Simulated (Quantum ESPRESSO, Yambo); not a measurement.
Planning a run of Quantum ESPRESSO 7.5 on ZrSe3 (P2_1/m). The input:

```
&control
  calculation = 'nscf'
  prefix = 'x'
  outdir = 'o'
  pseudo_dir = 'pseudo'
/
&system
  ibrav = 0
  nat = 8
  ntyp = 2
  ecutwfc = 104.0
  nbnd = 128
  force_symmorphic = .true.
/
&electrons
  conv_thr = 1e-9
  electron_maxstep = 80
  diago_full_acc = .true.
  diago_thr_init = 5e-6
/
ATOMIC_SPECIES
  Zr 91.224 Zr.upf
  Se 78.971 Se.upf
CELL_PARAMETERS angstrom
  5.4109000000 -0.0000000000 0.0000000000
  -0.0000000000 3.7488000000 0.0000000000
  -1.2294209091 0.0000000000 9.3636349901
ATOMIC_POSITIONS crystal
  Zr 0.2850000000 0.2500000000 0.6560000000
  Zr 0.7150000000 0.7500000000 0.3440000000
  Se 0.7620000000 0.2500000000 0.5540000000
  Se 0.2380000000 0.7500000000 0.4460000000
  Se 0.4560000000 0.2500000000 0.1740000000
  Se 0.5440000000 0.7500000000 0.8260000000
  Se 0.8880000000 0.2500000000 0.1690000000
  Se 0.1120000000 0.7500000000 0.8310000000
K_POINTS automatic
  2 4 2 0 0 0
```

```sh
OMP_NUM_THREADS=1 mpirun -n 8 pw.x -nk 4 -in pw.in > pw.out
```

Q: How long will it take on 8 MPI ranks of Intel Xeon 6975P-C (Granite Rapids), shared host, and how much memory?

It took 32 s; on shared hardware allow 16 s to 63 s. Peak host memory was 1.7 GiB.

[Paths, hosts, dates, memory and timing lines, banners, echoed tables and standing remarks are left out of the program output.]

[Logs are printed without paths, hosts, clocks, repeated set-up lines and the standing remarks that a program may print on its own settings, such as how far it seeks lower states.]

[Runs of the session that timed out or met a known fault of the program may be left out.]

[Hosts, paths, dates, database ids (printed as entryN), source tags and the programs' standing remarks are cut or masked in the printed files.]
